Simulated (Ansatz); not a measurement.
# (BP)2(SiC)2 [001] superlattice, started as zinc blende: phonons and vibrational spectra

The cell of (BP)2(SiC)2 [001] superlattice, started as zinc blende is at rest. What are its phonons?

Calculated with Ansatz 0.2.0; DFT PBEsol, scalar-relativistic, plane waves, PAW.

The structure was built from a prototype and need not be the compound's stable phase.

## Step 1: Set-up

The structure is orthorhombic, space group Pmm2 (No. 25). The conventional cell has a = 3.150 Å, b = 3.153 Å, c = 8.949 Å, α = 90.00°, β = 90.00°, γ = 90.00°. B has 2 C at 1.79 Å and 2 P at 1.96 Å nearest. B has 4 P at 1.93 to 1.94 Å nearest. Nearest to C lie 4 Si at 1.87 to 1.94 Å. C has 2 B at 1.79 Å and 2 Si at 1.87 Å nearest. P has 4 B at 1.94 to 1.96 Å nearest. Nearest to P lie 2 B at 1.93 Å and 2 Si at 2.20 Å. Farther neighbours are not listed.

Structure file:

```cif
data_structure
_symmetry_space_group_name_H-M 'P 1'
_symmetry_Int_Tables_number 1
_cell_length_a 3.1534
_cell_length_b 3.1495
_cell_length_c 8.9489
_cell_angle_alpha 90.000
_cell_angle_beta 90.000
_cell_angle_gamma 90.000
_cell_volume 88.88
loop_
_atom_site_label
_atom_site_type_symbol
_atom_site_fract_x
_atom_site_fract_y
_atom_site_fract_z
_atom_site_occupancy
B1 B 0.00000 0.00000 0.97612 1
B2 B 0.50000 0.50000 0.23388 1
C3 C 0.50000 0.00000 0.64296 1
C4 C 0.00000 0.50000 0.88172 1
P5 P 0.50000 0.00000 0.10669 1
P6 P 0.00000 0.50000 0.35896 1
Si7 Si 0.00000 0.00000 0.53090 1
Si8 Si 0.50000 0.50000 0.76876 1
```

## Step 2: Linear response at the zone centre

The cell comes from relaxations at this level that are not shown. The zone centre is the only wavevector solved here; it holds the modes that light can see, as far as symmetry allows. No field response is asked.

Contents of input.yaml:

```yaml
crystal:
  lattice:
    - [2.2297554867, 2.2297554867, 0.0]
    - [-2.227037334, 2.227037334, 0.0]
    - [0.0, 0.0, 8.9489229452]
  atoms:
    - { symbol: B, position: [0.0, 0.0, -0.0238784138] }
    - { symbol: B, position: [0.5, 0.5, 0.2338846154] }
    - { symbol: C, position: [0.5, 0.0, 0.6429630172] }
    - { symbol: C, position: [0.0, 0.5, 0.8817208465] }
    - { symbol: P, position: [0.5, 0.0, 0.1066885208] }
    - { symbol: P, position: [0.0, 0.5, 0.3589623931] }
    - { symbol: Si, position: [0.0, 0.0, 0.5308983161] }
    - { symbol: Si, position: [0.5, 0.5, 0.7687607047] }
kpoints:
  mp_grid: { grid: [12, 12, 4] }
hamiltonian:
  xc: pbesol
scf:
  occupations: { method: gaussian, width: 0.01 }
output:
  eigenvalues: true
phonons:
  method: dfpt
```

Run with:

```bash
ansatz run input.yaml --threads 8 --pin off --max-ram 14336MiB --backend cpu --events-out ev --progress --plain --runs-dir out
```

Numbers of over 12 decimals in the logs are rounded to 6 here.

The program printed:

```text
zone centre: on kpoints.mp_grid the ground state, and the responses unless they are solved on pairs of k-points, stand on 222 of the mesh's 576 k-points, reduced under 2 symmetry operations, with k and −k counted as one. Each operation leaves every solved displacement unchanged or reverses it
Engine: ansatz 0.2.0, aarch64-unknown-linux-gnu
Pseudopotentials: kind: paw
Pseudopotential: B, paw, valence charge 3, recommended cutoff 420 eV (normal), B.paw.azcp
Pseudopotential: C, paw, valence charge 4, recommended cutoff 420 eV (normal), C.paw.azcp
Pseudopotential: P, paw, valence charge 5, recommended cutoff 420 eV (normal), P.paw.azcp
Pseudopotential: Si, paw, valence charge 4, recommended cutoff 420 eV (normal), Si.paw.azcp
Functional definition: PBEsol
  exchange = pbesol_x
  correlation = pbesol_c
Crystal: 8 atoms, lattice volume = 88.876 Å³
Basis set: ecut = 420 eV, 1717 PW (Γ), exchange–correlation on 48×48×120 points (8 copies of the dense FFT grid, shifted against one another)
Bands: 24, of which v1, the nominal top of the filled ones, is band 16 counted from 1 (15 counted from 0)
Symmetry: 4 space group operations
k-points: 222 of 576 (irreducible under 2 space group operations, time reversal used)
Non-local potential: B, projectors of the file, l = 0: 2, l = 1: 2, l = 2: 1
Non-local potential: C, projectors of the file, l = 0: 2, l = 1: 2, l = 2: 1
Non-local potential: P, projectors of the file, l = 0: 2, l = 1: 2, l = 2: 2
Non-local potential: Si, projectors of the file, l = 0: 2, l = 1: 2, l = 2: 2
PAW form: soft (Blöchl's): semilocal exchange-correlation on the pseudo side does not see the compensation charge
PAW frozen core: B, regenerated for the run's functional, and the local potential with it (the file was generated under x = pbe(κ = 0.804, μ = 0.219515), c = pbe(β = 0.066725))
PAW frozen core: C, regenerated for the run's functional, and the local potential with it (the file was generated under x = pbe(κ = 0.804, μ = 0.219515), c = pbe(β = 0.066725))
PAW frozen core: P, regenerated for the run's functional, and the local potential with it (the file was generated under x = pbe(κ = 0.804, μ = 0.219515), c = pbe(β = 0.066725))
PAW frozen core: Si, regenerated for the run's functional, and the local potential with it (the file was generated under x = pbe(κ = 0.804, μ = 0.219515), c = pbe(β = 0.066725))
PAW one-centre angular grid: B, 110 points (default); XC on 64 Gauss nodes
PAW one-centre angular grid: C, 110 points (default); XC on 64 Gauss nodes
PAW one-centre angular grid: P, 110 points (default); XC on 64 Gauss nodes
PAW one-centre angular grid: Si, 110 points (default); XC on 64 Gauss nodes
Initial density: superposition of atomic densities (neutral atoms: chi_scale 0, normalization atom), corrected by the library's trained network
Initial wavefunctions: pseudopotential atomic-orbital guess
Functional: x = pbesol(κ = 0.804, μ = 0.123457), c = pbesol(β = 0.046)
SCF iter   1: F=—  HF=-3522.981050 eV  |F-HF|=—  |Δ(HF+E_count)|=         —  Δρ=7.38e-3  dr2=1.71e-1  ethr=1.77e-3  ⟨swp⟩=7.4  Hψ=32530  notcnv=0
preconditioner: auto → Resta (q_TF=auto, 2.301 Å⁻¹)  ε∞=5.2  [insulator: Δε(μ)=0.129 eV  Ē_g=10.893 eV  σ=0.010 eV  W_gap=1.00  n_scr=18 (ndim 8)  ℏωp=22.3 eV  f_vac=0.000  D(μ)=0.00/eV (n_scr^D=0)  ε∞_Penn≈5.2]
SCF iter   2: F=—  HF=-3522.949981 eV  |F-HF|=—  |Δ(HF+E_count)|=   3.11e-2  Δρ=2.85e-3  dr2=1.30e-2  ethr=5.36e-4  ⟨swp⟩=2.0  Hψ=7944  notcnv=0  defer=593
SCF iter   3: F=—  HF=-3522.946966 eV  |F-HF|=—  |Δ(HF+E_count)|=   3.02e-3  Δρ=1.24e-3  dr2=1.99e-3  ethr=4.07e-5  ⟨swp⟩=3.7  Hψ=8632  notcnv=0  defer=608
SCF iter   4: F=—  HF=-3522.946570 eV  |F-HF|=—  |Δ(HF+E_count)|=   3.96e-4  Δρ=3.09e-4  dr2=8.25e-5  ethr=6.21e-6  ⟨swp⟩=3.3  Hψ=9228  notcnv=0  defer=608
SCF iter   5: F=—  HF=-3522.946571 eV  |F-HF|=—  |Δ(HF+E_count)|=   2.94e-7  Δρ=8.47e-5  dr2=5.22e-6  ethr=2.58e-7  ⟨swp⟩=2.3  Hψ=7747  notcnv=0  defer=608
SCF iter   6: F=—  HF=-3522.946571 eV  |F-HF|=—  |Δ(HF+E_count)|=   9.31e-8  Δρ=2.23e-5  dr2=4.41e-7  ethr=1.63e-8  ⟨swp⟩=2.0  Hψ=7613  notcnv=0  defer=608
SCF iter   7: F=—  HF=-3522.946570 eV  |F-HF|=—  |Δ(HF+E_count)|=   5.81e-7  Δρ=5.34e-6  dr2=3.65e-8  ethr=1.38e-9  ⟨swp⟩=2.0  Hψ=8239  notcnv=0  defer=608
SCF iter   8: F=—  HF=-3522.946570 eV  |F-HF|=—  |Δ(HF+E_count)|=   7.59e-9  Δρ=1.29e-6  dr2=1.61e-9  ethr=1.14e-10  ⟨swp⟩=2.7  Hψ=7709  notcnv=0  defer=608
SCF iter   9: F=—  HF=-3522.946570 eV  |F-HF|=—  |Δ(HF+E_count)|=  6.75e-10  Δρ=2.96e-7  dr2=1.16e-10  ethr=5.02e-12  ⟨swp⟩=2.3  Hψ=7514  notcnv=0  defer=608
SCF iter  10: F=—  HF=-3522.946570 eV  |F-HF|=—  |Δ(HF+E_count)|=  8.19e-12  Δρ=8.47e-8  dr2=1.30e-11  ethr=1.00e-12  ⟨swp⟩=13.1  Hψ=30954  notcnv=0
SCF iter  11: F=-3522.946570 eV  HF=-3522.946570 eV  |F-HF|=0.00e0  |Δ(HF+E_count)|=    0.00e0  Δρ=2.16e-8  dr2=6.62e-13  ethr=1.00e-12  ⟨swp⟩=5.4  Hψ=19797  notcnv=0
SCF 1 converged in 11 iterations: F = -3522.946570 eV  dr2 = 6.62e-13
  greatest PAW one-centre occupation: 0.777 electrons in one spin orbital (limit 2), on the P atom at site 5 (counted from 0), in its partial waves of l = 0
DFPT response loops at Γ: preconditioner auto → Kerker (q_TF=auto, 2.301 Å⁻¹) (partly filled bands, converged f_vac=0.000); β = 1.00, the filter's whole step (`scf.mixing.beta` (0.50) is not read by the response loops under this deck's `scf.mixing.preconditioner`; to damp them name `kerker` or `kerker_dos`, under which they read `scf.mixing.beta`, and type it under 1.00, their step now; both keys bind the ground state too); Broyden in place of MSR1
SCF converged after 11 iterations
Free energy (F): -3522.946570 eV
Harris-Foulkes:  -3522.946570 eV  (|F-HF|=0.00e0)
Internal energy: -3522.946570 eV  (E = F + TS)
E sigma→0 (E₀):  -3522.946570 eV
Entropy (-TS):   -0.000000 eV (-0.000 meV/atom)
Fermi energy:    9.918568 eV
--- Per-component energies (eV) ---
  E_band       = 97.976026
  E_kinetic    = 509.680625
  E_local      = -359.126909  (includes V_loc(G=0)·N_el)
  E_nonlocal   = 195.236861
  E_hartree    = 104.323794
  E_xc         = -396.595033
  E_vxc        = -417.618191  (∫ρ·V_xc dr)
  E_paw        = -2447.615695  (= ΣΔE_a)
  E_vpaw       = -38.843976  (= ΣTr[D̂ρ^β])
  E_aug_tail   = 0.000027  (compensation charges beyond the density's cutoff)
  E_ewald      = -1129.077177
  E_core_change = 0.226936  (= ΣΔE_core)
  E_smearing   = -0.000000  (= −TS)
  E_closure    = -0.000000  (closes the sum)
  Σ components = -3522.946570   (vs F -3522.946570, Δ=0.00e0)
--- Band table (eV; the first three rows and the last of 222) ---
  k-point 0: bands = [... 12 lower, 7.1044, 9.5674, 9.8725, 9.8914, 10.4778, 11.2580, 12.0127, 12.3263, ... 4 higher]
  k-point 1: bands = [... 12 lower, 7.5153, 9.2446, 9.6597, 9.7143, 10.5732, 11.3492, 11.9132, 12.4236, ... 4 higher]
  k-point 2: bands = [... 12 lower, 7.8149, 8.8306, 9.4202, 9.5310, 10.6511, 11.4120, 12.1091, 12.1577, ... 4 higher]
  k-point 221: bands = [... 12 lower, 4.9133, 4.9808, 5.3506, 5.5832, 10.8338, 11.5751, 11.7848, 12.3825, ... 4 higher]
--- Phonons (Γ-DFPT): 16 representative perturbations + reference, on 222 of 576 k-points (Σ response iterations 48) ---
  k mesh reduced under 2 symmetry operations, with k and −k counted as one. Each operation leaves every solved displacement unchanged or reverses it
  ASR residual: 9.984e-6 → 0.000e0 eV/Å²; symmetrization residual: 6.017e-7 eV/Å²
  ASR residual per site (eV/Å²): 3.07e-6 9.98e-6 3.21e-6 7.08e-6 1.61e-6 6.70e-6 6.48e-6 3.60e-6
  Γ frequencies (cm⁻¹): 0.00 0.00 0.00 189.27 212.48 240.66 242.63 296.92 363.22 377.80 399.29 506.83 591.00 593.61 658.46 682.72 721.22 770.15 783.14 791.13 800.38 826.20 851.70 864.25
  non-analytic LO–TO correction: not included (Born effective charges unavailable; polar crystals: no LO–TO splitting at Γ)
```

Elapsed: 86 s, on 8 threads of Arm Neoverse V1, shared host; peak memory 1.9 GiB.

This step gave:

- volume per atom: 11.11 Å³
- gap on the k-mesh: 0.05430 eV
- sum-rule residual before enforcement: 9.98e-6 eV/Å²
- point group: mm2
- highest optical mode at the zone centre (no LO-TO term): 864.2 cm⁻¹
- lowest optical zone-centre mode: 189.3 cm⁻¹

Without the LO-TO term. Patterns of degenerate modes are one choice out of their space. The modes at Γ (shares of kinetic energy by element, %):

```
mode  frequency (cm⁻¹)  symmetry  B %  C %  P %  Si %
   1               0.0  acoustic   13   15   38    34
   2               0.0  acoustic   13   15   38    34
   3               0.0  acoustic   13   15   38    34
   4             189.3        B1    9    5   51    35
   5             212.5        B2   11   13   39    37
   6             240.7        B1   11   14   34    41
   7             242.6        B2   18    5   64    14
   8             296.9        B2    3   18   16    64
   9             363.2        A1   11   13   43    33
  10             377.8        A1    9   13   39    38
  11             399.3        B1   51   34    6     9
  12             506.8        B1    0    2   43    55
  13             591.0        A1    1   10   52    37
  14             593.6        B1   40   56    1     4
  15             658.5        B1    4   72    2    22
  16             682.7        A1   36   26    8    30
  17             721.2        B2   62   11   18     9
  18             770.1        B1   72    2   25     1
  19             783.1        B2   66    9   21     4
  20             791.1        A1    2   72    1    24
  21             800.4        A1   81    1   18     0
  22             826.2        B2    4   75    1    20
  23             851.7        A1   47   49    1     2
  24             864.2        B2   23   55    4    17
```

Displacements in mode 4 (189.3 cm⁻¹), the largest set to 1:
```
B1   0.66 -0.66  0.00
B2   0.60 -0.60  0.00
C3   0.28 -0.28  0.00
C4   0.57 -0.57  0.00
P5   0.73 -0.73  0.00
P6  -1.00  1.00  0.00
Si7 -0.98  0.98  0.00
Si8  0.44 -0.44  0.00
```

Displacements in mode 23 (851.7 cm⁻¹), the largest set to 1:
```
B1   0.00  0.00  1.00
B2   0.00  0.00 -0.15
C3   0.00  0.00  0.35
C4   0.00  0.00 -0.92
P5   0.00  0.00 -0.07
P6   0.00  0.00  0.06
Si7  0.00  0.00 -0.13
Si8  0.00  0.00  0.06
```

Before it was imposed, the acoustic sum rule was missed by 1.0e-5 eV/Å². Small misses are needed for a sound result but don't prove that mesh and cutoff are converged. The lowest optical mode is real, 189 cm⁻¹.

## Step 3: Isotope substitution, element B, natural mass 10.81 amu

An isotope changes the mass and not the force constants, so no new electronic calculation is needed; the shifts show which modes move this element.

The same force constants with the mass of B changed from 10.810 to 10.013 u (phonopy, no LO-TO term). Both lists are sorted by frequency; levels can cross, so a row need not hold one and the same mode. Modes under 3 cm⁻¹ are left out. Isotope shifts, by row:

```
    q  rank  natural mass (cm⁻¹)  changed mass (cm⁻¹)
0 0 0     4                189.3                189.9
0 0 0     5                212.5                213.4
0 0 0     6                240.7                241.7
0 0 0     7                242.6                244.2
0 0 0     8                296.9                297.2
0 0 0     9                363.2                364.7
0 0 0    10                377.8                379.1
0 0 0    11                399.3                406.9
0 0 0    12                506.8                506.9
0 0 0    13                  591                591.1
0 0 0    14                593.6                603.1
0 0 0    15                658.5                659.5
0 0 0    16                682.7                691.4
0 0 0    17                721.2                737.9
0 0 0    18                770.1                791.6
0 0 0    19                783.1                  792
0 0 0    20                791.1                  803
0 0 0    21                800.4                825.9
0 0 0    22                826.2                827.6
0 0 0    23                851.7                868.5
0 0 0    24                864.2                873.4
```

A mode of this element alone would shift by +3.90 %. The highest zone-centre frequency without the field goes from 864.2 to 873.4 cm⁻¹ (+1.1 %). The product of the frequency ratios over all optical modes at Γ is 1.240; the product rule, (m/m′)^(3k/2) (M′/M)^(3/2) with k = 2 such atoms and M the mass of the cell, gives 1.240.

## Step 4: Isotope substitution, element C, natural mass 12.011 amu

The same for C, from 12.01 to 13.00 u.

A mode of this element alone would shift by -3.89 %. The highest zone-centre frequency without the field goes from 864.2 to 846.8 cm⁻¹ (-2.0 %). The product of the frequency ratios over all optical modes at Γ is 0.802; the product rule, (m/m′)^(3k/2) (M′/M)^(3/2) with k = 2 such atoms and M the mass of the cell, gives 0.802.

## Step 5: Isotope substitution, element Si, natural mass 28.085 amu

The same for Si, from 28.09 to 29.97 u.

The same force constants with the mass of Si changed from 28.085 to 29.974 u (phonopy, no LO-TO term). Both lists are sorted by frequency; levels can cross, so a row need not hold one and the same mode. Modes under 3 cm⁻¹ are left out. Isotope shifts, by row:

```
    q  rank  natural mass (cm⁻¹)  changed mass (cm⁻¹)
0 0 0     4                189.3                187.1
0 0 0     5                212.5                209.9
0 0 0     6                240.7                237.5
0 0 0     7                242.6                241.4
0 0 0     8                296.9                290.9
0 0 0     9                363.2                359.1
0 0 0    10                377.8                373.1
0 0 0    11                399.3                398.2
0 0 0    12                506.8                498.1
0 0 0    13                  591                583.8
0 0 0    14                593.6                592.8
0 0 0    15                658.5                  654
0 0 0    16                682.7                676.5
0 0 0    17                721.2                719.1
0 0 0    18                770.1                  770
0 0 0    19                783.1                782.1
0 0 0    20                791.1                785.1
0 0 0    21                800.4                800.4
0 0 0    22                826.2                820.9
0 0 0    23                851.7                851.1
0 0 0    24                864.2                859.6
```

A mode of this element alone would shift by -3.20 %. The highest zone-centre frequency without the field goes from 864.2 to 859.6 cm⁻¹ (-0.5 %). The product of the frequency ratios over all optical modes at Γ is 0.851; the product rule, (m/m′)^(3k/2) (M′/M)^(3/2) with k = 2 such atoms and M the mass of the cell, gives 0.851.

## Step 6: Summary of results

| Property | Result |
| --- | --- |
| space group (within 0.01 Å) | Pmm2 |
| volume per atom | 11.1 Å³ |
| gap on the k-mesh | 0.0543 eV |
| highest optical mode at the zone centre (no LO-TO term) | 864 cm⁻¹ |
| lowest optical zone-centre mode | 189 cm⁻¹ |
| imaginary modes at Γ (the only wavevector solved) | none |

In words: The structure is stable against zone-centre distortions, since no mode there is imaginary; runs at other wavevectors are not part of this account. Without the field, the optical modes at Γ span 189 to 864 cm⁻¹. The dispersion is not part of this account. The starting cell was built on a prototype and not taken from a measurement, so the phase need not exist. These are harmonic frequencies at zero temperature: anharmonic shifts, linewidths and thermal expansion are left out.

[Logs are printed without paths, hosts, clocks, repeated set-up lines and the standing remarks that a program may print on its own settings, such as how far it seeks lower states.]

[Hosts, paths, dates, database ids (printed as entryN), source tags and the programs' standing remarks are cut or masked in the printed files.]
